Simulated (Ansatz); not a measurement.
# BeHg2 (built on the sites of a database entry of CaHg2): from the cell to its phonons, part 2 of 2

How does BeHg2 (built on the sites of a database entry of CaHg2) vibrate, and is this structure a minimum?

Ansatz 0.2.0; DFT PBEsol, scalar-relativistic, plane waves, PAW.

So far. Step 4 (Relaxing to small forces for the phonons): The forces vanish by symmetry and the pressure is -0.001 GPa, within the tolerances set. The cell now holds 19.42 Å³/atom. Step 5 (Modes at Γ): Before it was imposed, the acoustic sum rule was missed by 3.7e-5 eV/Å². Small misses are needed for a sound result but don't prove that mesh and cutoff are converged. The lowest optical mode is imaginary, 119.2i cm⁻¹, so the energy falls along it. The relaxed cell has a = 4.953, c = 2.743 Å (conventional setting).

The structure was built from a prototype and need not be the compound's stable phase.

### 6. Response at finite wavevector

Stability and thermal properties need the whole zone. Linear response on a 3×3×4 q mesh gives force constants as far as a supercell of that size would.

The input, input.yaml:

```yaml
crystal:
  lattice:
    - [4.9530874352, -3.3949e-06, 0.0]
    - [-2.4765407775, 4.2895012435, 0.0]
    - [0.0, 0.0, 2.7426324271]
  atoms:
    - { symbol: Be, position: [0.0, 0.0, 0.0] }
    - { symbol: Hg, position: [0.3333333333, 0.6666666667, 0.5] }
    - { symbol: Hg, position: [0.6666666667, 0.3333333333, 0.5] }
kpoints:
  mp_grid: { grid: [12, 12, 16] }
hamiltonian:
  xc: pbesol
scf:
  occupations: { method: methfessel_paxton, width: 0.2 }
output:
  eigenvalues: true
phonons:
  method: dfpt
  qmesh: [3, 3, 4]
  temperatures: { t_max: 1000, t_step: 50 }
  qpath:
    path:
      - [[0.0, 0.0, 0.0], [0.5, 0.0, 0.0], [0.33333333, 0.33333333, 0.0], [0.0, 0.0, 0.0], [0.0, 0.0, 0.5], [0.5, 0.0, 0.5], [0.33333333, 0.33333333, 0.5], [0.0, 0.0, 0.5]]
      - [[0.5, 0.0, 0.5], [0.5, 0.0, 0.0]]
      - [[0.33333333, 0.33333333, 0.5], [0.33333333, 0.33333333, 0.0]]
    npoints: 10
```

The run is started by

```console
ansatz run input.yaml --threads 8 --pin off --max-ram 14336MiB --backend cpu --events-out ev --progress --plain --runs-dir out
```

Numbers of over 12 decimals in the logs are rounded to 6 here.

The log of the run:

```text
Warning: phonons: the dynamical matrix that this run interpolates holds no multipole term above the dipole-dipole one, and a site of this crystal is no centre of inversion, so its interpolated transverse optical and acoustic branches and sound speeds can stay off near Gamma, and the density of states and the thermodynamics with them. What a run solves at a wave vector of phonons.qpoints, Gamma apart, where the deck admits one, is free of this, and under fd what a larger phonons.supercell samples
[...]
Crystal: 3 atoms, lattice volume = 58.271 Å³
Basis set: ecut = 420 eV, 1131 PW (Γ), exchange–correlation on 72×72×40 points (8 copies of the dense FFT grid, shifted against one another)
Bands: 26, of which v1, the nominal top of the filled ones, is band 21 counted from 1 (20 counted from 0)
Symmetry: 24 space group operations
k-points: 171 of 2304
[...]
SCF iter   1: F=—  HF=-27424.531208 eV  |F-HF|=—  |Δ(HF+E_count)|=         —  Δρ=3.84e-3  dr2=1.12e-2  ethr=1.77e-3  ⟨swp⟩=5.2  Hψ=17386  notcnv=0
[...]
SCF iter   9: F=-27424.529281 eV  HF=-27424.529281 eV  |F-HF|=7.28e-12  |Δ(HF+E_count)|=  3.64e-12  S|Δr|=    0.00e0  Δρ=3.65e-8  dr2=1.01e-12  ethr=1.00e-12  ⟨swp⟩=6.6  Hψ=18343  notcnv=0
[...]
SCF 1 converged in 9 iterations: F = -27424.529281 eV  dr2 = 1.01e-12
[...]
SCF iter   3: F=-27424.529281 eV  HF=-27424.529281 eV  |F-HF|=2.18e-11  |Δ(HF+E_count)|=  7.28e-12  S|Δr|=    0.00e0  Δρ=5.47e-8  dr2=1.17e-12  ethr=1.00e-12  ⟨swp⟩=1.0  Hψ=9576  notcnv=0
SCF 2 converged in 3 iterations: F = -27424.529281 eV  dr2 = 1.17e-12
phonons: the bands overlap, so this run is a metal and interpolates without the dipole-dipole term. If the crystal is really an insulator or semiconductor, its LO-TO splitting is missing
NSCF: frozen V_eff on 171 k-points
[...]
DFPT response loops at q = (0, 0, 0) (fractional): preconditioner auto → Kerker (q_TF=auto, 2.583 Å⁻¹) (partly filled bands, converged f_vac=0.000); β = 1.00, the filter's whole step (`scf.mixing.beta` (0.50) is not read by the response loops under this deck's `scf.mixing.preconditioner`; to damp them name `kerker` or `kerker_dos`, under which they read `scf.mixing.beta`, and type it under 1.00, their step now; both keys bind the ground state too); Broyden in place of MSR1
[...]
SCF converged after 9 iterations
[...]
Free energy (F): -27424.529281 eV
[...]
Internal energy: -27424.529369 eV  (E = F + TS)
E sigma→0 (E₀):  -27424.529303 eV
Entropy (-TS):   0.000088 eV (0.029 meV/atom)
Fermi energy:    13.417056 eV
[...]
--- Band table (eV; the first three rows and the last of 171) ---
  k-point 0: bands = [... 17 lower, 7.2110, 7.2110, 12.9296, 13.0081, 13.9739, 13.9739, 14.2145, 14.2145, ... 1 higher]
  k-point 1: bands = [... 17 lower, 7.1552, 7.1552, 12.9728, 13.0493, 14.1225, 14.1225, 14.2868, 14.2868, ... 1 higher]
  k-point 2: bands = [... 17 lower, 7.0020, 7.0020, 13.1039, 13.1778, 14.4971, 14.4971, 14.5417, 14.5417, ... 1 higher]
  k-point 170: bands = [... 17 lower, 7.4449, 11.8351, 12.9421, 12.9421, 13.2020, 13.2020, 14.4785, 19.1779, ... 1 higher]
--- Phonons (Γ-DFPT): 4 representative perturbations + reference (Σ response iterations 12) ---
  ASR residual: 2.955e-5 → 0.000e0 eV/Å²; symmetrization residual: 1.724e-6 eV/Å²
  ASR residual per site (eV/Å²): 2.74e-5 2.96e-5 2.96e-5
  Γ frequencies (cm⁻¹): -119.16 -119.16 -91.31 -23.60 0.00 0.00 0.00 105.39 105.39
--- Phonons (arbitrary-q DFPT): 9 irreducible q on the 3×3×4 mesh ---
  q = [0.0000, 0.0000, 0.0000] (star 1, of the zone-centre solve; hermiticity 8.19e-7, symmetrization 3.34e-8): -119.16 -119.16 -91.31 -23.60 0.00 0.00 0.00 105.39 105.39
  q = [0.0000, 0.0000, 0.2500] (star 2, 4 solved perturbations in 2976 linear systems a pass and spin channel, the states on 1184 of 2304 k-point pairs; hermiticity 4.18e-7, symmetrization 4.50e-8): -157.00 -133.92 -133.92 -26.02 -26.02 94.59 94.59 100.50 112.31
[...]
sum rule: each row above includes the acoustic sum rule's correction from the zone centre's row sums; it moved no ω² by more than (0.91 cm⁻¹)²
  mesh force constants: q→R imaginary residual 1.24e-16; ASR residual 2.955e-5 → 0.000e0 eV/Å²; symmetrization residual 8.882e-15 eV/Å²
  interpolated dispersion: 93 rows × 9 modes
  density of states and harmonic sums: on the 15×15×24 q-mesh, interpolated from the force constants of a 3×3×4 supercell (no non-analytic term)
  largest difference from the sums on the solved wave vectors: F 1.13e-1 eV, S 1.44e-4 and C_V 3.22e-5 eV/K
  zero-point energy: 0.025131 eV/cell   skipped modes (ω ≤ 0): 1586, of them read as no rigid motion or as one in doubt: 1583 (4.411e0 modes/cell left out, lowest -173.12 cm⁻¹)   left out of the sums: 4.90e-1 of the cell's modes: C_V's classical limit lies that fraction below 3 k_B per atom; for a crystal, a wire or a layer, F and S can be off by more, and a phonons.interpolated_qmesh denser along its periods is the remedy for the sampling
```

It took 6.8 min on 8 threads of AMD EPYC 9R45, shared host; peak memory 6.8 GiB.

This step gave:

```
sum-rule residual before enforcement                    : 2.96e-5 eV/Å²
lowest frequency on the path                            : -173.1 cm⁻¹
highest frequency on the path or at a solved wavevector : 165.8 cm⁻¹
lowest mode on the q mesh (acoustic modes at Γ apart)   : -173.1 cm⁻¹
```

Frequencies (cm⁻¹) solved at each irreducible wavevector; negative means imaginary. Frequencies by wavevector, by row:

```
q in reciprocal lattice units  star  mode 1  mode 2  mode 3  mode 4  mode 5  mode 6  mode 7  mode 8  mode 9
                        0 0 0     1  -119.2  -119.2   -91.3   -23.6       0       0       0   105.4   105.4
                     0 0 0.25     2    -157  -133.9  -133.9     -26     -26    94.6    94.6   100.5   112.3
                     0 0 -0.5     1  -165.4  -149.6  -149.6     -45     -45      84      84   150.7   165.8
                   0 0.3333 0     6  -139.5  -128.7   -84.8   -35.2   -23.3   -13.6    40.2      97   111.4
                0 0.3333 0.25    12  -149.5  -137.3  -109.6   -44.6    23.8    85.9   100.7     105   111.2
                0 0.3333 -0.5     6    -158  -147.3   -78.1   -54.4   -16.9    78.3    87.8   153.9   162.9
              0.3333 0.3333 0     2    -134    -134   -87.1   -48.4   -23.5   -23.5    77.3    77.3   113.5
           0.3333 0.3333 0.25     4  -142.9  -114.9  -114.9   -53.6    63.2    63.2   105.2   108.1   108.1
           0.3333 0.3333 -0.5     2  -173.1   -83.2   -83.2   -54.9    53.7    53.7    94.7   158.8   158.8
```

Interpolated from a 3×3×4 q mesh. The phonon branches at the labelled points (cm⁻¹):

```
    point  branch 1  branch 2  branch 3  branch 4  branch 5  branch 6  branch 7  branch 8  branch 9
        Γ      -119      -119       -91       -24         0         0         0       105       105
  halfway      -134      -127       -86       -29       -24       -11        30       101       109
        M      -144      -130       -85       -40       -22       -16        51        91       114
  halfway      -140      -130       -86       -45       -23       -21        61        88       113
        K      -134      -134       -87       -48       -24       -24        77        77       114
  halfway      -136      -128       -85       -34       -24       -13        38        99       110
        Γ      -119      -119       -91       -24         0         0         0       105       105
  halfway      -157      -134      -134       -26       -26        95        95       100       112
        A      -165      -150      -150       -45       -45        84        84       151       166
  halfway      -158      -150      -109       -52       -31        80        86       153       164
        L      -161      -144       -56         8        24        75        89       156       162
  halfway      -167      -126       -56       -40        35        68        93       156       161
        H      -173       -83       -83       -55        54        54        95       159       159
  halfway      -158      -144      -101       -53       -24        78        88       153       163
        A      -165      -150      -150       -45       -45        84        84       151       166
jump to L      -161      -144       -56         8        24        75        89       156       162
  halfway      -146      -137       -99       -50        36        82       103       106       110
        M      -144      -130       -85       -40       -22       -16        51        91       114
jump to H      -173       -83       -83       -55        54        54        95       159       159
  halfway      -143      -115      -115       -54        63        63       105       108       108
        K      -134      -134       -87       -48       -24       -24        77        77       114
```

The phonon branches as a text plot (rows in cm⁻¹):

```
    159 |                      *******************       *
    145 |                     *****           ** **       *
    130 |                    **                   **       *
    116 |  **********       **                     * ****     ***
    102 |****       *********                     ***    *****
     88 |    **** **       ***********************  *****    *
     74 |        **       *        *****   ***  ******        ***
     60 |      **  *      *             ***          **  ******
     46 |    **     *    *              *           *****
     32 |  **        *   *             *  **     ***  *        *
     18 | *           * *            **         *      *
      3 |*             *              *                *
    -11 |******     *******         *                   *       *
    -25 |***************   ***     * * *    *   *       *
    -39 |   ****   **         *****          *** *   ****
    -53 |       ***               ************* *****    ********
    -67 |                           *     **      *
    -81 |  ***********                   *         *    **
    -95 |**           ***                   *          *  *    **
   -110 |                *         *    * *         * *    ** *
   -124 |*******   *********               * *       * **    **
   -138 |  ***********      ***   *  ***    * * *********   *  **
   -152 |                  **  ******       ****  **       *
   -166 |                    ******  *******  ****       **
         Γ    M  K      Γ       A     L  H    A|L      M|H      K
```

Tetrahedra on a 15×15×24 mesh, mean over bins of 5 cm-1. Interpolated from a 3×3×4 q mesh. Phonon density of states against wavenumber; read off at these points:

```
wavenumber (cm⁻¹)  phonon density of states (1/cm⁻¹/cell)
             -172                                 0.00131
             -162                                  0.0419
             -152                                  0.0123
             -142                                  0.0389
             -138                                  0.0620
             -132                                  0.0990
             -128                                  0.0686
             -118                                  0.0259
             -108                                  0.0173
              -98                                  0.0160
              -88                                  0.0221
              -82                                 0.00629
              -72                                 0.00536
              -62                                 0.00513
              -52                                  0.0601
              -42                                  0.0397
              -32                                  0.0187
              -28                                  0.0146
              -18                                  0.0193
               -8                                 0.00981
                2                                 0.00942
               12                                  0.0112
               22                                  0.0188
               28                                  0.0241
               38                                  0.0267
               48                                  0.0207
               58                                  0.0169
               68                                  0.0219
               78                                  0.0438
               82                                  0.0468
               92                                  0.0795
              102                                  0.0474
              108                                  0.0570
              112                                  0.0454
              122                                  0.0125
              132                                  0.0145
              138                                  0.0157
              148                                  0.0230
              158                                  0.0215
              168                                  3.7e-4
```

The partial phonon density of states has structure finer than the step of the table below, so its rows give means over 10 cm⁻¹, whole bins alone (the curve runs from -182 to 180 cm⁻¹). Peaks (cm⁻¹: height): Be -159.4: 0.0427, -129.8: 0.0955; Hg -52.3: 0.0508, 34.3: 0.0397, 89.0: 0.0744, 150.6: 0.0319.

Phonopy on the run's constants, 13x13x21 mesh, Gaussian sigma 2.6 cm-1. Interpolated from a 3×3×4 q mesh. Table of partial phonon density of states by wavenumber; means over each step; values in 1/cm⁻¹/cell:

```
wavenumber (cm⁻¹)       Be       Hg
             -170  0.00782   6.2e-5
             -160   0.0335   2.4e-4
             -150   0.0218   1.2e-4
             -140   0.0502   5.7e-4
             -130   0.0787  0.00121
             -120   0.0327   4.2e-4
             -110   0.0170   1.8e-4
             -100   0.0159   1.6e-4
              -90   0.0181   2.5e-4
              -80  0.00760   9.3e-5
              -70  0.00485   4.7e-5
              -60  0.00376   0.0110
              -50  0.00223   0.0459
              -40  0.00176   0.0315
              -30   6.0e-4   0.0180
              -20   8.3e-4   0.0161
              -10   1.8e-4   0.0163
                0   4.5e-5  0.00440
               10   1.4e-4   0.0108
               20   1.3e-4   0.0141
               30   1.2e-4   0.0261
               40   1.3e-4   0.0263
               50   1.5e-4   0.0186
               60   1.0e-4   0.0188
               70   1.6e-4   0.0262
               80   1.7e-4   0.0434
               90   3.5e-4   0.0684
              100   3.4e-4   0.0611
              110   3.3e-4   0.0448
              120   7.2e-5   0.0163
              130   3.2e-5   0.0127
              140   5.2e-5   0.0178
              150   6.3e-5   0.0262
              160   7.1e-5   0.0199
              170   4.2e-6  0.00200
```

Symmetry leaves 9 wavevectors to solve. The lowest mode among them, the acoustic zeros apart, lies at q = (0.333, 0.333, -0.5) and is imaginary, 173.1i cm⁻¹, so the energy falls along it.

### 7. Summary of results

| Property | Result |
| --- | --- |
| space group after relaxation (within 0.01 Å) | P6/mmm |
| volume per atom | 19.4 Å³ |
| electronic character | no gap on this mesh |
| highest optical mode at the zone centre (no LO-TO term) | 105 cm⁻¹ |
| lowest optical zone-centre mode | -119 cm⁻¹ |
| lowest mode on the q mesh (acoustic modes at Γ apart) | -173 cm⁻¹ |
| highest frequency on the path or at a solved wavevector | 166 cm⁻¹ |
| imaginary modes on the 3×3×4 q mesh | yes |

What this shows: Modes are clearly imaginary (beyond 10i cm⁻¹) at 9 of the 9 irreducible wavevectors, most at q = (0.333, 0.333, -0.5) (173.1i cm⁻¹), so this structure is not a minimum of the energy. The optical modes at Γ span -119 to 105 cm⁻¹ (negative means imaginary). The highest mode in this list at Γ, 105.4 cm⁻¹, is mostly motion of Hg (100 % of the kinetic energy). With no gap, or one that is small against the smearing, the frequencies hang on the k mesh and the smearing, most of all near Kohn anomalies. Spin-orbit coupling is left out, which can matter for the heavy elements here. The starting cell was built on a prototype and not taken from a measurement, so the phase need not exist. These are harmonic frequencies at zero temperature: anharmonic shifts, linewidths and thermal expansion are left out.

[Logs are printed without paths, hosts, clocks, repeated set-up lines and the standing remarks that a program may print on its own settings, such as how far it seeks lower states.]

[Hosts, paths, dates, database ids (printed as entryN), source tags and the programs' standing remarks are cut or masked in the printed files.]
